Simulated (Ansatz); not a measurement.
# Work function of bcc Rb face by face (PBEsol)

Does the work function of Rb follow how densely a face is packed?

All values are computed: Ansatz 0.2.0, PBEsol, plane waves, scalar-relativistic unless marked; slabs or sheets with vacuum, the vacuum level from the planar mean of the electrostatic potential.

```
 face  atoms in the slab  top-layer atoms per Å²  work function (eV)
(111)                 12                   0.018                2.12
(211)                  8                   0.026                2.16
(100)                  6                   0.032                2.16
(110)                  4                   0.045                2.28
```

The densest face listed is +0.16 eV against the most open one. That fits Smoluchowski's order: on an open face electrons flow from the ridges into the troughs, which leaves a dipole with its positive end outwards and lowers the barrier.

The slabs are 1×1 cuts on the parent's lattice, 11.9 to 17.1 Å between the outer relaxed layers.

[Logs are printed without paths, hosts, clocks, repeated set-up lines and the standing remarks that a program may print on its own settings, such as how far it seeks lower states.]
